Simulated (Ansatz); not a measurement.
# A hypothetical structure for SnH

Starting from a made-up structure for SnH, the aim is the relaxed cell, its shortest contacts and, where a second run follows, its electronic structure.

Calculated with Ansatz 0.2.0; DFT, PBE, plane-wave PAW, files of the set soft_1, scalar-relativistic, no spin, cell and ions relaxed at zero pressure; PAW set soft_1, in the first sound run; inputs show where later runs differ.

### 1. The structure

Symmetry: I-4m2, No. 119, tetragonal system. Conventional cell: a = 3.381 Å, b = 3.381 Å, c = 5.257 Å, α = 90.00°, β = 90.00°, γ = 90.00°. Nearest to Sn lie 4 H at 2.14 Å. H has 4 Sn at 2.14 Å nearest. Farther neighbours are not listed.

### 2. Relaxing cell and atoms

The guess takes its coordinates from another compound and its volume from a rule, so the cell and any free coordinates are relaxed together.

Input file input.yaml:

```yaml
crystal:
  lattice:
    - [-1.6905, 1.6905, 2.6285]
    - [1.6905, -1.6905, 2.6285]
    - [1.6905, 1.6905, -2.6285]
  atoms:
    - { symbol: Sn, position: [0.0, 0.0, 0.0] }
    - { symbol: H, position: [0.75, 0.25, 0.5] }
kpoints:
  mp_grid: { grid: [11, 11, 11] }
scf:
  occupations: { method: fermi_dirac, width: 0.05 }
hamiltonian:
  xc: pbe
  pseudopotentials: { kind: paw, azcp: { folder: soft_1 } }
relax:
  f_tol: 0.015
  max_steps: 70
  cell: {}
output:
  forces: true
  stress: true
```

Started as:

```console
ansatz run input.yaml --threads 4 --pin off --max-ram 8192MiB --backend cpu --events-out ev --progress --plain --runs-dir out
```

Numbers of over 12 decimals in the logs are rounded to 6 here.

Output:

```text
Engine: ansatz 0.2.0, x86_64-unknown-linux-gnu
Pseudopotentials: kind: paw
Pseudopotential: Sn, paw, valence charge 14, recommended cutoff 420 eV (normal), soft_1/Sn.paw.azcp
Pseudopotential: H, paw, valence charge 1, recommended cutoff 420 eV (normal), soft_1/H.paw.azcp
Functional definition: PBE
  parameter kappa = 0.804
  parameter beta = 0.066725
  exchange = pbe_x(kappa = kappa, mu = beta*pi^2/3)
  correlation = pbe_c(beta = beta)
Crystal: 2 atoms, lattice volume = 30.047 Å³
Basis set: ecut = 420 eV, 565 PW (Γ), exchange–correlation on 48×48×48 points (8 copies of the dense FFT grid, shifted against one another)
Bands: 12, of which v1, the nominal top of the filled ones, is band 8 counted from 1 (7 counted from 0)
Symmetry: 8 space group operations
Space group: I-4m2 (ITA 119), of the structure as read, at distance tolerance 3.1e-5 Å
k-points: 126 of 1331 (time reversal used)
Non-local potential: Sn, projectors of the file, l = 0: 2, l = 1: 2, l = 2: 2, l = 3: 1
Non-local potential: H, projectors of the file, l = 0: 2, l = 1: 1
PAW form: soft (Blöchl's): semilocal exchange-correlation on the pseudo side does not see the compensation charge
PAW one-centre angular grid: Sn, 590 points (default); XC on 64 Gauss nodes
PAW one-centre angular grid: H, 110 points (default); XC on 64 Gauss nodes
Initial density: superposition of atomic densities (chi_scale 0.1, normalization cell, long waves kept (reshape's long-wave potential 0.00 eV rms))
Initial wavefunctions: pseudopotential atomic-orbital guess
Functional: x = pbe(κ = 0.804, μ = 0.219515), c = pbe(β = 0.066725)
SCF iter   1: F=—  HF=-6039.212535 eV  |F-HF|=—  |Δ(HF+E_count)|=         —  Δρ=4.01e-2  dr2=5.70e-1  ethr=3.10e-3  ⟨swp⟩=6.0  Hψ=9808  notcnv=0
preconditioner: auto → Kerker (q_TF=auto, 2.430 Å⁻¹)  [metal: Δε(μ)=0.005 eV  Ē_g=22.101 eV  σ=0.050 eV  W_gap=0.02  n_scr=10 (ndim 8)  ℏωp=26.2 eV  f_vac=0.000  D(μ)=0.95/eV (n_scr^D=10)]
SCF iter   2: F=—  HF=-6039.063019 eV  |F-HF|=—  |Δ(HF+E_count)|=   1.50e-1  Δρ=2.07e-2  dr2=1.74e-1  ethr=3.10e-3  ⟨swp⟩=2.0  Hψ=3021  notcnv=0  defer=33
SCF iter   3: F=—  HF=-6039.001661 eV  |F-HF|=—  |Δ(HF+E_count)|=   6.14e-2  Δρ=4.14e-3  dr2=2.47e-3  ethr=1.16e-3  ⟨swp⟩=2.4  Hψ=2275  notcnv=0  defer=34
SCF iter   4: F=—  HF=-6039.002719 eV  |F-HF|=—  |Δ(HF+E_count)|=   1.06e-3  Δρ=9.02e-4  dr2=2.43e-4  ethr=1.65e-5  ⟨swp⟩=2.2  Hψ=2189  notcnv=0  defer=34
SCF iter   5: F=—  HF=-6039.002799 eV  |F-HF|=—  |Δ(HF+E_count)|=   7.99e-5  Δρ=2.40e-4  dr2=1.98e-5  ethr=1.62e-6  ⟨swp⟩=2.6  Hψ=2389  notcnv=0  defer=34
SCF iter   6: F=—  HF=-6039.002814 eV  |F-HF|=—  |Δ(HF+E_count)|=   1.45e-5  Δρ=8.33e-5  dr2=3.00e-6  ethr=1.32e-7  ⟨swp⟩=2.0  Hψ=1843  notcnv=0  defer=34
SCF iter   7: F=-6039.002813 eV  HF=-6039.002813 eV  |F-HF|=2.49e-8  |Δ(HF+E_count)|=   7.03e-7  Δρ=1.51e-5  dr2=5.26e-8  ethr=6.67e-10  ⟨swp⟩=3.8  Hψ=5964  notcnv=0
SCF 1 converged in 7 iterations: F = -6039.002813 eV  dr2 = 5.26e-8
  greatest PAW one-centre occupation: 0.992 electrons in one spin orbital (limit 2), on the Sn atom at site 0 (counted from 0), in its partial waves of l = 2
relax step   1: F+E_penalty+E_count = -6039.00281288 eV  Δ(F+E_penalty+E_count) = +0.000e0 eV  max|allowed force component| = 1.613e-16 eV/Å  Δτ_max = 0.0000 Å  P = +7.670 GPa  Ω = 30.047 Å³  (7 SCF iters, dr2 threshold 1.00e-7 eV, accepted)
Crystal: 2 atoms, lattice volume = 34.376 Å³
Basis set: ecut = 420 eV, 673 PW (Γ), exchange–correlation on 48×48×48 points (8 copies of the dense FFT grid, shifted against one another)
Initial density: handed on by an earlier stage of this run
Initial wavefunctions: those handed on with the density
iter 1 solved again at ethr=9.11e-5 eV; its pass at ethr=3.10e-3 eV (dr2=1.37e-2 eV) is discarded
SCF iter   1: F=—  HF=-6039.101868 eV  |F-HF|=—  |Δ(HF+E_count)|=         —  Δρ=5.94e-3  dr2=1.41e-2  ethr=9.11e-5  ⟨swp⟩=1.7  Hψ=13574  notcnv=0
preconditioner: auto → Kerker (q_TF=auto, 2.376 Å⁻¹)  [metal: Δε(μ)=0.006 eV  Ē_g=21.927 eV  σ=0.050 eV  W_gap=0.03  n_scr=10 (ndim 8)  ℏωp=24.5 eV  f_vac=0.000  D(μ)=1.13/eV (n_scr^D=10)]
SCF iter   2: F=—  HF=-6039.098254 eV  |F-HF|=—  |Δ(HF+E_count)|=   3.61e-3  Δρ=2.87e-3  dr2=3.81e-3  ethr=9.11e-5  ⟨swp⟩=1.1  Hψ=1530  notcnv=0
SCF iter   3: F=—  HF=-6039.097017 eV  |F-HF|=—  |Δ(HF+E_count)|=   1.24e-3  Δρ=5.01e-4  dr2=6.80e-5  ethr=2.54e-5  ⟨swp⟩=2.0  Hψ=1770  notcnv=0
SCF iter   4: F=—  HF=-6039.097050 eV  |F-HF|=—  |Δ(HF+E_count)|=   3.27e-5  Δρ=1.41e-4  dr2=6.88e-6  ethr=4.53e-7  ⟨swp⟩=2.8  Hψ=2384  notcnv=0
SCF iter   5: F=—  HF=-6039.097054 eV  |F-HF|=—  |Δ(HF+E_count)|=   4.22e-6  Δρ=4.43e-5  dr2=1.03e-6  ethr=4.59e-8  ⟨swp⟩=3.0  Hψ=2489  notcnv=0
SCF iter   6: F=-6039.097055 eV  HF=-6039.097055 eV  |F-HF|=4.58e-9  |Δ(HF+E_count)|=   7.37e-7  Δρ=9.94e-6  dr2=4.37e-8  ethr=1.33e-9  ⟨swp⟩=5.0  Hψ=4512  notcnv=0
SCF 2 converged in 6 iterations: F = -6039.097055 eV  dr2 = 4.37e-8
relax step   2: F+E_penalty+E_count = -6039.09705465 eV  Δ(F+E_penalty+E_count) = -9.424e-2 eV  max|allowed force component| = 1.058e-16 eV/Å  Δτ_max = 0.0000 Å  P = +0.233 GPa  Ω = 34.376 Å³  energy of the carried Pulay correction = -1.516e-3 eV  (6 SCF iters, dr2 threshold 2.00e-7 eV, accepted)
Crystal: 2 atoms, lattice volume = 34.539 Å³
iter 1 solved again at ethr=2.13e-7 eV; its pass at ethr=3.10e-3 eV (dr2=3.20e-5 eV) is discarded
SCF iter   1: F=—  HF=-6039.098672 eV  |F-HF|=—  |Δ(HF+E_count)|=         —  Δρ=2.55e-4  dr2=2.91e-5  ethr=2.13e-7  ⟨swp⟩=3.6  Hψ=13716  notcnv=0
preconditioner: auto → Kerker (q_TF=auto, 2.374 Å⁻¹)  [metal: Δε(μ)=0.038 eV  Ē_g=21.852 eV  σ=0.050 eV  W_gap=0.19  n_scr=10 (ndim 8)  ℏωp=24.5 eV  f_vac=0.000  D(μ)=1.10/eV (n_scr^D=10)]
SCF iter   2: F=—  HF=-6039.098665 eV  |F-HF|=—  |Δ(HF+E_count)|=   7.86e-6  Δρ=1.53e-4  dr2=1.18e-5  ethr=1.94e-7  ⟨swp⟩=1.0  Hψ=1512  notcnv=0
SCF iter   3: F=—  HF=-6039.098662 eV  |F-HF|=—  |Δ(HF+E_count)|=   2.27e-6  Δρ=3.13e-5  dr2=4.47e-7  ethr=7.85e-8  ⟨swp⟩=1.5  Hψ=1674  notcnv=0
SCF iter   4: F=-6039.098662 eV  HF=-6039.098662 eV  |F-HF|=1.71e-9  |Δ(HF+E_count)|=   3.77e-8  Δρ=6.49e-6  dr2=1.58e-8  ethr=1.33e-9  ⟨swp⟩=4.9  Hψ=4822  notcnv=0
SCF 3 converged in 4 iterations: F = -6039.098662 eV  dr2 = 1.58e-8
relax step   3: F+E_penalty+E_count = -6039.09866232 eV  Δ(F+E_penalty+E_count) = -1.608e-3 eV  max|allowed force component| = 1.076e-16 eV/Å  Δτ_max = 0.0000 Å  P = +0.019 GPa  Ω = 34.539 Å³  energy of the carried Pulay correction = -1.570e-3 eV  (4 SCF iters, dr2 threshold 2.00e-7 eV, accepted)
[... from here on, the SCF cycles and remarks between the steps are left out ...]
relax step   4: F+E_penalty+E_count = -6039.10207240 eV  Δ(F+E_penalty+E_count) = -3.410e-3 eV  max|allowed force component| = 1.076e-16 eV/Å  Δτ_max = 0.0000 Å  P = -0.051 GPa  Ω = 34.555 Å³  energy of the carried Pulay correction = -1.578e-3 eV  (4 SCF iters, dr2 threshold 2.00e-7 eV, accepted)
relax step   5: F+E_penalty+E_count = -6039.11376726 eV  Δ(F+E_penalty+E_count) = -1.169e-2 eV  max|allowed force component| = 1.639e-16 eV/Å  Δτ_max = 0.0000 Å  P = -0.283 GPa  Ω = 34.505 Å³  energy of the carried Pulay correction = -1.568e-3 eV  (5 SCF iters, dr2 threshold 2.00e-7 eV, accepted)
relax step   6: F+E_penalty+E_count = -6039.11417550 eV  Δ(F+E_penalty+E_count) = -4.082e-4 eV  max|allowed force component| = 1.058e-16 eV/Å  Δτ_max = 0.0000 Å  P = -0.012 GPa  Ω = 34.122 Å³  energy of the carried Pulay correction = -1.448e-3 eV  (5 SCF iters, dr2 threshold 2.00e-7 eV, accepted)
relax step   7: F+E_penalty+E_count = -6039.11486053 eV  Δ(F+E_penalty+E_count) = -6.850e-4 eV  max|allowed force component| = 1.058e-16 eV/Å  Δτ_max = 0.0000 Å  P = +0.018 GPa  Ω = 34.160 Å³  energy of the carried Pulay correction = -1.459e-3 eV  (4 SCF iters, dr2 threshold 2.00e-7 eV, accepted)
relax step   8: F+E_penalty+E_count = -6039.11495313 eV  Δ(F+E_penalty+E_count) = -9.260e-5 eV  max|allowed force component| = 1.058e-16 eV/Å  Δτ_max = 0.0000 Å  P = +0.001 GPa  Ω = 34.221 Å³  energy of the carried Pulay correction = -1.477e-3 eV  (4 SCF iters, dr2 threshold 4.74e-8 eV, accepted)
relax step   9: F+E_penalty+E_count = -6039.11499089 eV  Δ(F+E_penalty+E_count) = -3.776e-5 eV  max|allowed force component| = 1.639e-16 eV/Å  Δτ_max = 0.0000 Å  P = +0.003 GPa  Ω = 34.204 Å³  energy of the carried Pulay correction = -1.473e-3 eV  (4 SCF iters, dr2 threshold 1.75e-8 eV, accepted)
relax step  10: F+E_penalty+E_count = -6039.11733211 eV  Δ(F+E_penalty+E_count) = -2.341e-3 eV  max|allowed force component| = 1.639e-16 eV/Å  Δτ_max = 0.0000 Å  P = +0.044 GPa  Ω = 34.204 Å³  stress off target by 9.60e-2 GPa  SCF on the basis re-selected at this cell (its energy is not comparable with the rows above)  (6 SCF iters)
relax step  11: F+E_penalty+E_count = -6039.11734197 eV  Δ(F+E_penalty+E_count) = -9.859e-6 eV  max|allowed force component| = 1.058e-16 eV/Å  Δτ_max = 0.0000 Å  P = +0.006 GPa  Ω = 34.227 Å³  energy of the carried Pulay correction = -6.468e-6 eV  (4 SCF iters, dr2 threshold 2.31e-8 eV, accepted)
iter 1 solved again at ethr=6.78e-8 eV; its pass at ethr=3.10e-3 eV (dr2=1.02e-5 eV) is discarded
SCF iter   1: F=—  HF=-6039.117351 eV  |F-HF|=—  |Δ(HF+E_count)|=         —  Δρ=2.64e-6  dr2=1.09e-9  ethr=6.78e-8  ⟨swp⟩=4.2  Hψ=14904  notcnv=0
eigensolver tolerance schedule: the retry pair's looser diagonalisation over-reported the residual by 9334.30 of it (diagonalisation noise at 0.26 of the residual, at the tolerance the schedule requests for it); recorded, not acted on — ethr = c·dr2/N_el stays at c = 1.0e-1
SCF iter   2: F=—  HF=-6039.117351 eV  |F-HF|=—  |Δ(HF+E_count)|=   3.58e-7  Δρ=1.49e-6  dr2=4.15e-10  ethr=7.26e-12  ⟨swp⟩=3.1  Hψ=2762  notcnv=0
SCF iter   3: F=—  HF=-6039.117351 eV  |F-HF|=—  |Δ(HF+E_count)|=  7.79e-10  Δρ=4.14e-7  dr2=8.64e-11  ethr=2.76e-12  ⟨swp⟩=2.0  Hψ=1821  notcnv=0
SCF iter   4: F=-6039.117351 eV  HF=-6039.117351 eV  |F-HF|=3.64e-12  |Δ(HF+E_count)|=  5.37e-11  Δρ=1.63e-7  dr2=8.13e-12  ethr=1.00e-12  ⟨swp⟩=4.7  Hψ=6148  notcnv=0
SCF 12 converged in 4 iterations: F = -6039.117351 eV  dr2 = 8.13e-12
relax step  12: F+E_penalty+E_count = -6039.11735100 eV  Δ(F+E_penalty+E_count) = -9.038e-6 eV  max|allowed force component| = 1.058e-16 eV/Å  Δτ_max = 0.0000 Å  P = +0.006 GPa  Ω = 34.227 Å³  stress off target by 1.26e-2 GPa  SCF on the basis re-selected at this cell (its energy is not comparable with the rows above)  (4 SCF iters)
basis re-selected at this cell: Δ(F+E_penalty+E_count) = -9.038e-6 eV, ΔP = +0.000 GPa vs the last step (what re-selecting the basis moved, of the pressure what is left beyond the Pulay correction that the steps carried, after the strain that the cell walked since its last selection, with what the two solves' SCF thresholds leave and, on support functions, any second-order correction that the steps lacked; it is no m [...]
SCF converged after 4 iterations
Free energy (F): -6039.117351 eV
Harris-Foulkes:  -6039.117351 eV  (|F-HF|=3.64e-12)
Internal energy: -6039.113060 eV  (E = F + TS)
E sigma→0 (E₀):  -6039.115205 eV
Entropy (-TS):   -0.004291 eV (-2.146 meV/atom)
Fermi energy:    8.623371 eV
--- Per-component energies (eV) ---
  E_band       = -110.664481
  E_kinetic    = 178.826256
  E_local      = -1113.934578  (includes V_loc(G=0)·N_el)
  E_nonlocal   = 145.444091
  E_hartree    = 546.129149
  E_xc         = -134.016030
  E_vxc        = -90.672899  (∫ρ·V_xc dr)
  E_paw        = -4368.929377  (= ΣΔE_a)
  E_vpaw       = -322.585223  (= ΣTr[D̂ρ^β])
  E_aug_tail   = -0.000475  (compensation charges beyond the density's cutoff)
  E_ewald      = -1292.632096
  E_smearing   = -0.004291  (= −TS)
  E_closure    = -0.000000  (closes the sum)
  Σ components = -6039.117351   (vs F -6039.117351, Δ=0.00e0)
--- Forces (eV/Å), atoms counted from 1 ---
  atom   1  Sn     0.00000000     0.00000000     0.00000000
  atom   2  H      0.00000000     0.00000000     0.00000000
  max |Σ_I F_I| component: 2.32e-16 eV/Å
--- Stress (GPa, compression-positive) ---
        0.003257       0.000000      -0.000000
        0.000000       0.003257       0.000000
       -0.000000       0.000000       0.012573
  P = ⅓ Tr σ = 0.0064 GPa (0.064 kbar)
--- Relaxed structure (10 steps of the walk, 10 accepted, 2 SCFs on fresh bases) ---
  F+E_penalty+E_count = -6039.11735100 eV   max|allowed force component| = 1.058e-16 eV/Å   (the final SCF, on the basis selected at the relaxed cell)
  cell:  # Å, volume = 34.2268 Å³
    - [-1.702232, 1.702232, 2.953041]
    - [1.702232, -1.702232, 2.953041]
    - [1.702232, 1.702232, -2.953041]
  atoms:
    - { symbol: Sn, position: [0, 0, 0] }
    - { symbol: H, position: [0.750000, 0.250000, 0.500000] }
```

The job ended after 8.4 s (4 threads of Intel Xeon 6975P-C (Granite Rapids), shared host; peak memory 0.44 GiB).

Step by step:

```csv
step,energy less that of the first step (eV),largest force component (eV/Å),pressure (GPa),volume (Å³)
1,0.0000,0.0000,7.67,30.05
2,-0.0942,0.0000,0.23,34.38
3,-0.0958,0.0000,0.02,34.54
4,-0.0993,0.0000,-0.05,34.56
5,-0.1110,0.0000,-0.28,34.50
6,-0.1114,0.0000,-0.01,34.12
7,-0.1120,0.0000,0.02,34.16
8,-0.1121,0.0000,0.00,34.22
9,-0.1122,0.0000,0.00,34.20
10*,-0.1145,0.0000,0.04,34.20
11,-0.1145,0.0000,0.01,34.23
12*,-0.1145,0.0000,0.01,34.23
```

Relaxation steps marked * repeat the geometry before them on a plane-wave basis chosen anew for their cell, so energy and pressure can jump there.

The run keeps the 8 symmetry operations that it works with, so distortions that break them were not tested.

```csv
cell as run,before,after,change
a (Å),3.553,3.810,+7.2 %
b (Å),3.553,3.810,+7.2 %
c (Å),3.553,3.810,+7.2 %
α (°),123.18,126.92,+3.0 %
β (°),123.18,126.92,+3.0 %
γ (°),84.58,78.37,-7.3 %
volume (Å³/atom),15.02,17.11,+13.9 %
```

The relaxed structure:

```
Sn H
1.0
    -1.70223    1.70223    2.95304
     1.70223   -1.70223    2.95304
     1.70223    1.70223   -2.95304
Sn H
1 1
Direct
  0.00000 0.00000 0.00000
  0.75000 0.25000 0.50000
```

This step gave:

- free energy: -6039.1174 eV
- energy at zero smearing: -6039.1152 eV
- smearing term TS: 0.004291 eV
- Fermi energy: 8.623 eV
- electrons: 15
- symmetry operations: 8
- pressure: 0.006362 GPa

Shortest distances by pair of elements, guess and relaxed (not always the same contact):

```csv
pair,guess (Å),relaxed (Å)
H–Sn,2.141,2.253
Sn–Sn,3.381,3.404
H–H,3.381,3.404
```

The relaxation ends with a pressure of 0.01 GPa.

(Continued in part 2 of 2.)

[Logs are printed without paths, hosts, clocks, repeated set-up lines and the standing remarks that a program may print on its own settings, such as how far it seeks lower states.]

[Hosts, paths, dates, database ids (printed as entryN), source tags and the programs' standing remarks are cut or masked in the printed files.]
